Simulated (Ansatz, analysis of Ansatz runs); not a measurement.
## Does V_Cd go to the (011) surface of CdP2?

Question: does neutral V_Cd prefer the (011) surface of CdP2 or the inside, and by how much? The same defect is put at one site in each of several layers from the top towards the middle of one slab. Model: a cell of 48 host atoms with 1 Cd taken out.

Program: Ansatz 0.2.0. Level of theory: plane-wave PAW DFT, PBEsol; a slab with vacuum, neutral defects. Results are calculated unless marked as measured.

### Step 1. The structure

The cell holds 47 atoms: 15 Cd and 32 P. Cell: a = 10.395 Å, b = 11.328 Å, c = 22.000 Å, α = 90.0°, β = 90.0°, γ = 90.0°. It derives from CdP2 (space group Pna2_1), repeated 2×1×1. Vacuum lies along c. Nearest the centre at fractional (0.643, 0.090, 0.647): P44 at 2.48 Å, P40 at 2.50 Å, P41 at 2.59 Å, P17 at 2.91 Å, P46 at 3.29 Å, Cd29 at 3.55 Å, P38 at 3.68 Å, P43 at 3.80 Å.

Coordinates:

```xyz
47
Lattice="10.3950 0.0000 0.0000 0.0000 11.3278 0.0000 0.0000 0.0000 22.0000" Properties=species:S:1:pos:R:3
Cd    0.9259    9.8420    9.5960
Cd    4.3147    0.6180    7.7614
Cd    1.4883    3.7705    8.7732
Cd    4.1248    7.1316    8.3920
Cd    1.6994    1.0616   14.2255
Cd    3.5157    3.3102   12.0080
Cd    1.5715    5.8753   13.5719
Cd    3.5540    9.4356   13.1978
P     2.8463    0.2756    9.8644
P     0.1804    9.9878    7.1253
P     3.6640    4.4088    7.7367
P     0.5341    5.8609    9.9405
P     2.0197    7.5137   10.0200
P     4.8181    2.9295    6.7867
P     1.7998    2.0281   10.5935
P     5.1816    9.4857    7.6260
P     4.5984    2.9097   14.9653
P     0.2816    1.3932   12.0907
P     3.0313    7.2445   11.9277
P     1.1159    8.6003   14.2925
P     2.1818   10.1084   15.2976
P     4.5549    5.6485   11.7844
P     2.5715    3.5288   14.4592
P     4.3608   11.0022   11.3702
Cd    6.1816    9.7053   10.0566
Cd    9.1983    0.6574    7.7532
Cd    6.1896    3.6127    8.8845
Cd    8.9610    6.6340    8.5220
Cd    8.7778    3.1833   12.3710
Cd    6.3078    6.3531   13.5647
Cd    9.3659    9.2130   13.1314
P     7.9858    0.2454   10.0084
P     7.2047   10.0570    7.0528
P     8.2491    4.4045    7.6049
P     5.7291    5.9173    9.9902
P     7.3205    7.3981   10.3541
P     9.7755    3.0712    7.5550
P     7.0270    2.0614   10.7298
P     8.8268    8.7586    7.2143
P     7.9998    3.0515   14.8469
P     5.3569    1.4749   12.0694
P     8.3901    7.0067   12.2201
P     5.7099    8.6641   14.2986
P     7.2822    9.9405   14.4133
P     9.9632    5.4779   11.8934
P     6.2109    4.2227   14.8260
P     9.6686   10.9584   11.3176
```

The cell's shortest repeat is 10.4 Å.

### Step 2. The clean slab

The slab is cut stoichiometric, symmetric and without a dipole, at the in-plane lattice of the database's bulk structure, and all its atoms relax. Miller indices refer to pymatgen's conventional standard cell, whose axes can be ordered otherwise than in the space-group symbol.

slab/input.yaml

```yaml
crystal:
  lattice:
    - [5.197511, 0.0, 0.0]
    - [0.0, 11.327761, 0.0]
    - [0.0, 0.0, 22.0]
  atoms:
    - { symbol: Cd, position: [0.2477379, 0.8648458, 0.4464918] }
    - { symbol: Cd, position: [0.7477379, 0.0544027, 0.3368844] }
    - { symbol: Cd, position: [0.2477379, 0.3188505, 0.403136] }
    - { symbol: Cd, position: [0.7477379, 0.600398, 0.3802401] }
    - { symbol: Cd, position: [0.2477379, 0.0946579, 0.6631156] }
    - { symbol: Cd, position: [0.7477379, 0.2842148, 0.5535082] }
    - { symbol: Cd, position: [0.2477379, 0.5486626, 0.6197599] }
    - { symbol: Cd, position: [0.7477379, 0.8302101, 0.596864] }
    - { symbol: P, position: [0.5981211, 0.0276927, 0.4497509] }
    - { symbol: P, position: [0.0981211, 0.8915557, 0.3336252] }
    - { symbol: P, position: [0.5981211, 0.4015231, 0.3308218] }
    - { symbol: P, position: [0.0981211, 0.5177254, 0.4525544] }
    - { symbol: P, position: [0.401442, 0.652676, 0.4613275] }
    - { symbol: P, position: [0.901442, 0.2665725, 0.3220487] }
    - { symbol: P, position: [0.401442, 0.1799553, 0.4870413] }
    - { symbol: P, position: [0.901442, 0.7392932, 0.2963349] }
    - { symbol: P, position: [0.5981211, 0.2575049, 0.6663748] }
    - { symbol: P, position: [0.0981211, 0.1213679, 0.5502491] }
    - { symbol: P, position: [0.5981211, 0.6313352, 0.5474456] }
    - { symbol: P, position: [0.0981211, 0.7475375, 0.6691782] }
    - { symbol: P, position: [0.401442, 0.8824881, 0.6779513] }
    - { symbol: P, position: [0.901442, 0.4963846, 0.5386725] }
    - { symbol: P, position: [0.401442, 0.4097674, 0.7036651] }
    - { symbol: P, position: [0.901442, 0.9691053, 0.5129587] }
basis:
  ecutwfc: 420
  xc_grid: 2
hamiltonian:
  xc: pbesol
  pseudopotentials: { kind: paw, azcp: { folder: soft_1 }, xc_functional: pbe }
kpoints:
  mp_grid: { grid: [2, 1, 1] }
scf:
  occupations: { method: fermi_dirac, width: 0.01 }
  max_iter: 80
relax:
  f_tol: 0.01
  max_steps: 100
  random_displacement: { amplitude: 0.03, seed: 9116 }
output:
  forces: true
  eigenvalues: true
```

Launch:

```
ansatz run input.yaml --threads 32 --pin off --max-ram 84787MiB --backend cuda --events-out ev --progress --plain --runs-dir out --max-vram 78GiB
```

Numbers of over 12 decimals in the logs are rounded to 6 here.

The program printed:

```text
[...]
Engine: ansatz 0.2.0, aarch64-unknown-linux-gnu
[...]
Pseudopotential: Cd, paw, valence charge 20, recommended cutoff 420 eV (normal), soft_1/Cd.paw.azcp
Pseudopotential: P, paw, valence charge 5, recommended cutoff 420 eV (normal), soft_1/P.paw.azcp
Functional definition: PBEsol
[...]
Crystal: 24 atoms, lattice volume = 1295.276 Å³
Basis set: ecut = 420 eV, 25341 PW (Γ), exchange–correlation on 72×160×300 points (8 copies of the dense FFT grid, shifted against one another)
Bands: 144, of which v1, the nominal top of the filled ones, is band 120 counted from 1 (119 counted from 0)
[...]
k-points: 2
[...]
Functional: x = pbesol(κ = 0.804, μ = 0.123457), c = pbesol(β = 0.046)
[...]
SCF 1 converged in 14 iterations: F = -77306.444503 eV  dr2 = 1.59e-6
[...]
relax step   1: F+E_penalty+E_count = -77306.44450284 eV  Δ(F+E_penalty+E_count) = +0.000e0 eV  max|allowed force component| = 1.418e0 eV/Å  Δτ_max = 0.0000 Å  (14 SCF iters, dr2 threshold 2.50e-6 eV, [...]
[...]
SCF 2 converged in 7 iterations: F = -77307.131238 eV  dr2 = 3.94e-5
[...]
relax step   4: F+E_penalty+E_count = -77307.82044510 eV  Δ(F+E_penalty+E_count) = -3.346e-1 eV  max|allowed force component| = 4.782e-1 eV/Å  Δτ_max = 0.1975 Å  (6 SCF iters, dr2 threshold 6.68e-5 eV [...]
[...]
SCF 9 converged in 6 iterations: F = -77308.891403 eV  dr2 = 3.06e-5
[...]
SCF 15 converged in 7 iterations: F = -77308.917514 eV  dr2 = 2.22e-8
[...]
SCF converged after 7 iterations
[...]
--- Relaxed structure (15 steps of the walk, 13 accepted, 0 SCFs on fresh bases) ---
[...]
```

The job ended after 9.8 s (1 × NVIDIA GB200 with 32 threads of Arm Neoverse V2, shared host; peak memory 1.2 GiB; 32 s of CPU time).

Step by step:

```csv
step,energy less that of the first step (eV),largest force component (eV/Å)
1,0.0000,1.4185
2,-0.6867,0.6519
3,-1.0414,0.5625
4,-1.3759,0.4782
5,-1.7105,0.6128
6,-2.0079,0.4658
7,-2.2172,0.4469
8,-2.3863,0.3284
9,-2.4469,0.2128
10,-2.4630,0.1251
11,-2.4708,0.0435
12,-2.4699,0.0475
13,-2.4728,0.0146
14,-2.4728,0.0206
15,-2.4730,0.0054
```

Relaxation steps 12, 14 were tried and not accepted.

The atoms that moved most (Å, from the sites as typed, ahead of the random displacement, the mean shift of all atoms taken out):

```csv
atom,dx,dy,dz,length
P16,-0.939,0.699,0.518,1.280
P23,-0.938,-0.699,-0.519,1.280
P11,0.488,-0.230,0.710,0.892
P20,0.488,0.230,-0.709,0.891
Cd5,0.490,-0.316,-0.392,0.703
Cd2,0.489,0.317,0.392,0.703
P14,0.231,0.181,-0.269,0.398
P21,0.231,-0.181,0.268,0.398
```

The relaxed structure:

```xyz
24
Lattice="5.1975 0.0000 0.0000 0.0000 11.3278 0.0000 0.0000 0.0000 22.0000" Properties=species:S:1:pos:R:3
Cd    1.2471    9.7980    9.8373
Cd    4.3767    0.9325    7.8103
Cd    1.2616    3.7185    8.8435
Cd    3.8987    6.9023    8.3776
Cd    1.7786    0.7555   14.2034
Cd    3.8456    3.2167   12.1759
Cd    1.3002    6.1134   13.6364
Cd    3.8608    9.2972   13.1699
P     2.9928    0.3783    9.8737
P     0.3764    9.9703    7.3916
P     3.5976    4.3175    7.9949
P     0.5830    5.9914    9.8830
P     2.1864    7.4599   10.2453
P     4.9167    3.2005    6.8233
P     1.9526    2.0948   10.7616
P     3.7472    9.0730    7.0446
P     2.9767    3.0447   14.6222
P     0.3942    1.3091   12.1399
P     3.1820    7.0239   12.1310
P     0.9984    8.6976   14.0198
P     2.3182    9.8147   15.1900
P     4.7852    5.5550   11.7690
P     1.1497    3.9419   14.9683
P     4.5518   10.9204   11.2517
```

With the common shift taken out, atoms move by up to 1.28 Å from the bulk-cut sites, and by up to 0.71 Å along the normal.

On a dense mesh the slab's energy differs by 26 meV an atom, so the supercells take one more k-point along each vector.

### Step 3. Does the supercell reconstruct?

The clean supercell is relaxed from displaced atoms, since a reconstruction that only the larger cell allows would otherwise be counted to the defect.

pristine.relax/input.yaml

```yaml
crystal:
  lattice:
    - [10.395022, 0.0, 0.0]
    - [0.0, 11.327761, 0.0]
    - [0.0, 0.0, 22.0]
  atoms:
    - { symbol: Cd, position: [0.11997133, 0.86495761, 0.44714925] }
    - { symbol: Cd, position: [0.4210365, 0.08232345, 0.35501439] }
    - { symbol: Cd, position: [0.12136788, 0.32826502, 0.40197754] }
    - { symbol: Cd, position: [0.37505332, 0.60932233, 0.38079872] }
[... 38 atom lines left out ...]
    - { symbol: P, position: [0.80610756, 0.62006273, 0.5514069] }
    - { symbol: P, position: [0.59604553, 0.76780854, 0.63726415] }
    - { symbol: P, position: [0.72301303, 0.86643029, 0.69045456] }
    - { symbol: P, position: [0.96033801, 0.49039072, 0.53495456] }
    - { symbol: P, position: [0.61060029, 0.34798802, 0.68037617] }
    - { symbol: P, position: [0.93788241, 0.96404013, 0.51144053] }
basis:
  ecutwfc: 420
  xc_grid: 2
hamiltonian:
  xc: pbesol
  pseudopotentials: { kind: paw, azcp: { folder: soft_1 }, xc_functional: pbe }
kpoints:
  mp_grid: { grid: [2, 2, 1] }
scf:
  occupations: { method: fermi_dirac, width: 0.01 }
  max_iter: 80
output:
  forces: true
relax:
  f_tol: 0.015
  max_steps: 80
  random_displacement: { amplitude: 0.05, seed: 9125 }
```

The program printed:

```text
[...]
Crystal: 48 atoms, lattice volume = 2590.551 Å³
Basis set: ecut = 420 eV, 50643 PW (Γ), exchange–correlation on 144×160×300 points (8 copies of the dense FFT grid, shifted against one another)
Bands: 288, of which v1, the nominal top of the filled ones, is band 240 counted from 1 (239 counted from 0)
[...]
k-points: 4
[...]
SCF 1 converged in 12 iterations: F = -154616.051503 eV  dr2 = 2.60e-6
[...]
relax step   1: F+E_penalty+E_count = -154616.05150312 eV  Δ(F+E_penalty+E_count) = +0.000e0 eV  max|allowed force component| = 9.693e-1 eV/Å  Δτ_max = 0.0000 Å  (12 SCF iters, dr2 threshold 5.63e-6 e [...]
[...]
SCF 2 converged in 6 iterations: F = -154616.682789 eV  dr2 = 2.34e-5
[...]
relax step   4: F+E_penalty+E_count = -154616.91723252 eV  Δ(F+E_penalty+E_count) = -6.835e-2 eV  max|allowed force component| = 1.245e-1 eV/Å  Δτ_max = 0.0833 Å  (8 SCF iters, dr2 threshold 1.13e-5 e [...]
[...]
SCF 8 converged in 7 iterations: F = -154617.155161 eV  dr2 = 1.65e-5
[...]
SCF 20 converged in 11 iterations: F = -154618.249371 eV  dr2 = 3.56e-8
[...]
SCF 38 converged in 9 iterations: F = -154619.579241 eV  dr2 = 3.39e-8
[...]
--- Relaxed structure (39 steps of the walk, 36 accepted, 0 SCFs on fresh bases) ---
[...]
```

The job ended after 44 s (1 × NVIDIA GB200 with 32 threads; peak memory 1.7 GiB).

Atoms end at most 1.67 Å from the small cell's positions: the larger cell lets the slab distort, and the defects are built on the new structure.

### Step 4. The defect, layer by layer

Each layer's defect is relaxed from random displacements, at more than one total moment, because the electrons or holes left behind may pair or not. Layer 1 is shown in full.

layer1_M0.relax/input.yaml

```yaml
crystal:
  lattice:
    - [10.395022, 0.0, 0.0]
    - [0.0, 11.327761, 0.0]
    - [0.0, 0.0, 22.0]
  atoms:
    - { symbol: Cd, position: [0.08907118, 0.86884253, 0.43618206] }
    - { symbol: Cd, position: [0.4150765, 0.05455845, 0.35278976] }
    - { symbol: Cd, position: [0.14317377, 0.33285568, 0.39878309] }
    - { symbol: Cd, position: [0.39680689, 0.62956705, 0.38145232] }
    - { symbol: Cd, position: [0.16348632, 0.09371428, 0.64661476] }
    - { symbol: Cd, position: [0.33820821, 0.29221694, 0.54581602] }
    - { symbol: Cd, position: [0.15117383, 0.51866268, 0.61690242] }
    - { symbol: Cd, position: [0.34189356, 0.83296386, 0.59990113] }
    - { symbol: P, position: [0.27381699, 0.02433025, 0.44838135] }
    - { symbol: P, position: [0.01735505, 0.88170928, 0.32387502] }
    - { symbol: P, position: [0.35248085, 0.38920411, 0.351667] }
    - { symbol: P, position: [0.05137804, 0.51739619, 0.45183953] }
    - { symbol: P, position: [0.19429948, 0.66330288, 0.45545619] }
    - { symbol: P, position: [0.46350082, 0.25861144, 0.30848695] }
    - { symbol: P, position: [0.17313588, 0.17903712, 0.48152066] }
    - { symbol: P, position: [0.49846744, 0.83738547, 0.3466373] }
    - { symbol: P, position: [0.44236313, 0.25686523, 0.68024198] }
    - { symbol: P, position: [0.02709284, 0.12299101, 0.5495752] }
    - { symbol: P, position: [0.29160735, 0.63953139, 0.54216614] }
    - { symbol: P, position: [0.10734756, 0.75921903, 0.64966118] }
    - { symbol: P, position: [0.20988771, 0.89235858, 0.69534605] }
    - { symbol: P, position: [0.43817666, 0.49864577, 0.53565615] }
    - { symbol: P, position: [0.24737686, 0.31151655, 0.65723699] }
    - { symbol: P, position: [0.41951152, 0.97125948, 0.51682518] }
    - { symbol: Cd, position: [0.59466849, 0.8567736, 0.45711798] }
    - { symbol: Cd, position: [0.88487494, 0.05803346, 0.35241797] }
    - { symbol: Cd, position: [0.59544017, 0.31892006, 0.40384124] }
    - { symbol: Cd, position: [0.86204931, 0.58564225, 0.38736308] }
    - { symbol: Cd, position: [0.84442242, 0.28101564, 0.56231986] }
    - { symbol: Cd, position: [0.60681056, 0.56084083, 0.61657792] }
    - { symbol: Cd, position: [0.90099965, 0.8133119, 0.59688166] }
    - { symbol: P, position: [0.76823718, 0.02166323, 0.45492942] }
    - { symbol: P, position: [0.69309278, 0.88781803, 0.32058228] }
    - { symbol: P, position: [0.79356608, 0.38882456, 0.34567629] }
    - { symbol: P, position: [0.55113746, 0.52237316, 0.45410117] }
    - { symbol: P, position: [0.7042346, 0.65309368, 0.47064102] }
    - { symbol: P, position: [0.94040617, 0.27112314, 0.34341079] }
    - { symbol: P, position: [0.67599333, 0.18197735, 0.48771992] }
    - { symbol: P, position: [0.84914195, 0.77319925, 0.32792108] }
    - { symbol: P, position: [0.76958044, 0.26938273, 0.67486026] }
    - { symbol: P, position: [0.51533445, 0.13020062, 0.54860765] }
    - { symbol: P, position: [0.80712651, 0.61854403, 0.55545958] }
    - { symbol: P, position: [0.54928847, 0.76485227, 0.64993743] }
    - { symbol: P, position: [0.70054555, 0.87753079, 0.65514929] }
    - { symbol: P, position: [0.95845566, 0.48358209, 0.54060745] }
    - { symbol: P, position: [0.59748467, 0.37277198, 0.67390705] }
    - { symbol: P, position: [0.9301217, 0.96739437, 0.51443663] }
basis:
  ecutwfc: 420
  xc_grid: 2
hamiltonian:
  xc: pbesol
  pseudopotentials: { kind: paw, azcp: { folder: soft_1 }, xc_functional: pbe }
kpoints:
  mp_grid: { grid: [2, 2, 1] }
scf:
  occupations: { method: fermi_dirac, width: 0.01 }
  max_iter: 80
output:
  forces: true
relax:
  f_tol: 0.03
  max_steps: 90
  random_displacement: { amplitude: 0.05, seed: 9117 }
```

The program printed:

```text
[...]
Crystal: 47 atoms, lattice volume = 2590.551 Å³
Basis set: ecut = 420 eV, 50643 PW (Γ), exchange–correlation on 144×160×300 points (8 copies of the dense FFT grid, shifted against one another)
Bands: 277, of which v1, the nominal top of the filled ones, is band 230 counted from 1 (229 counted from 0)
[...]
k-points: 4
[...]
SCF 2 converged in 8 iterations: F = -146433.497416 eV  dr2 = 2.09e-5
[...]
SCF 8 converged in 8 iterations: F = -146433.906252 eV  dr2 = 2.56e-7
[...]
relax step   9: F+E_penalty+E_count = -146433.95754518 eV  Δ(F+E_penalty+E_count) = -5.129e-2 eV  max|allowed force component| = 2.283e-1 eV/Å  Δτ_max = 0.1974 Å  (7 SCF iters, dr2 threshold 1.81e-6 e [...]
[...]
relax step  12: F+E_penalty+E_count = -146434.43951335 eV  Δ(F+E_penalty+E_count) = -2.024e-1 eV  max|allowed force component| = 3.504e-1 eV/Å  Δτ_max = 0.1947 Å  (7 SCF iters, dr2 threshold 1.00e-4 e [...]
[...]
relax step  18: F+E_penalty+E_count = -146434.77878381 eV  Δ(F+E_penalty+E_count) = -1.464e-2 eV  max|allowed force component| = 3.362e-2 eV/Å  Δτ_max = 0.0517 Å  (8 SCF iters, dr2 threshold 1.03e-6 e [...]
[...]
SCF 20 converged in 10 iterations: F = -146434.784625 eV  dr2 = 1.32e-8
[...]
--- Relaxed structure (20 steps of the walk, 19 accepted, 0 SCFs on fresh bases) ---
[...]
```

It took 21 s on 1 × NVIDIA GB200 with 32 threads; peak memory 1.6 GiB.

(Continued in part 2 of 2.)

[Logs are printed without paths, hosts, clocks, repeated set-up lines and the standing remarks that a program may print on its own settings, such as how far it seeks lower states.]

[Hosts, paths, dates, database ids (printed as entryN), source tags and the programs' standing remarks are cut or masked in the printed files.]

[Maps of the electrostatic potential energy from Ansatz leave out the sawtooth potential of an applied field or a dipole correction, so their vacuum need not be flat.]
